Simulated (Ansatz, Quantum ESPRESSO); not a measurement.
## BaTiO3 (cubic perovskite): bulk modulus from a few volumes

How stiff is cubic perovskite BaTiO3 under hydrostatic load? Each row scales the relaxed cell evenly and relaxes the atoms. The symmetry of the cell is held, so distortions that would lower it, which this phase may prefer, aren't tested. The phase is followed to these pressures whether or not it stays the stable one.

Calculated with Quantum ESPRESSO 7.5, PBEsol, PseudoDojo 0.4.1 norm-conserving potentials, cutoff 1170 eV, Fermi–Dirac smearing 0.02 eV, k-mesh 7×7×7, no spin polarisation, no spin-orbit coupling.

Reference cell, relaxed at zero pressure with PBEsol (Pm-3m): a = 3.9724 Å, b = 3.9724 Å, c = 3.9724 Å, α = 90.00°, β = 90.00°, γ = 90.00°.

```csv
atom,x,y,z
Ba,0.0000,0.0000,0.0000
Ti,0.5000,0.5000,0.5000
O,0.5000,0.5000,0.0000
O,0.5000,0.0000,0.5000
O,0.0000,0.5000,0.5000
```

```csv
V (Å³/atom),V/V0,P (GPa),E − E0 (meV/atom)
11.7842,0.9400,12.824,28.5
12.0350,0.9600,8.070,12.2
12.2857,0.9800,3.818,3.0
13.0379,1.0400,−6.464,10.4
13.2886,1.0600,−9.195,22.7
```

V0 = 12.5364 Å³ an atom, where the residual pressure P0 is +0.011 GPa. **Question.** Fit the Birch–Murnaghan law and give the pressure and the energy at V = 12.7872 Å³ an atom, a row left out above.

With the Eulerian strain f = ½[(V0/V)^(2/3) − 1] and F = (P − P0)/[3f(1 + 2f)^(5/2)], the third-order law is the line F = B0 + (3/2) B0 (B′ − 4) f.

```
       f  F (GPa)
 0.02106   182.96
 0.01379   181.96
 0.00678   181.00
−0.01291   178.54
−0.01905   177.50
```

A straight line through the 5 rows: the means are 0.001934 for f and 180.39 for F, Σ(Δx)² = 0.001191 and ΣΔxΔy = 0.1588, so the slope is 0.1588/0.001191 = 133.41 and the intercept 180.39 − (133.41)(0.001934) = 180.13.

Hence B0 = 180.1 GPa and B′ = 4 + (133.4)/(1.5 × 180.1) = 4.49. For the withheld volume f = −0.00656, F = 179.26 GPa and P = −3.40 GPa. The run itself gives −3.40 GPa, so the estimate misses by 0.00 GPa, a rounding's worth.

Integrating the same law gives E − E0 = (9/2) B0 V0 f²[1 + (B′ − 4) f] + P0(V0 − V), with 1 GPa Å³ = 6.2415 meV: 2.7 meV an atom. The run itself gives 2.7 meV, so the estimate misses by 0.0 meV, a rounding's worth.

The same fit over all rows at other levels or in other programs gives B0 = 180 GPa with PBEsol (Ansatz), 181 GPa with r2SCAN (Ansatz) and 181 GPa with PBEsol (Quantum ESPRESSO, GBRV).

[Logs are printed without paths, hosts, clocks, repeated set-up lines and the standing remarks that a program may print on its own settings, such as how far it seeks lower states.]
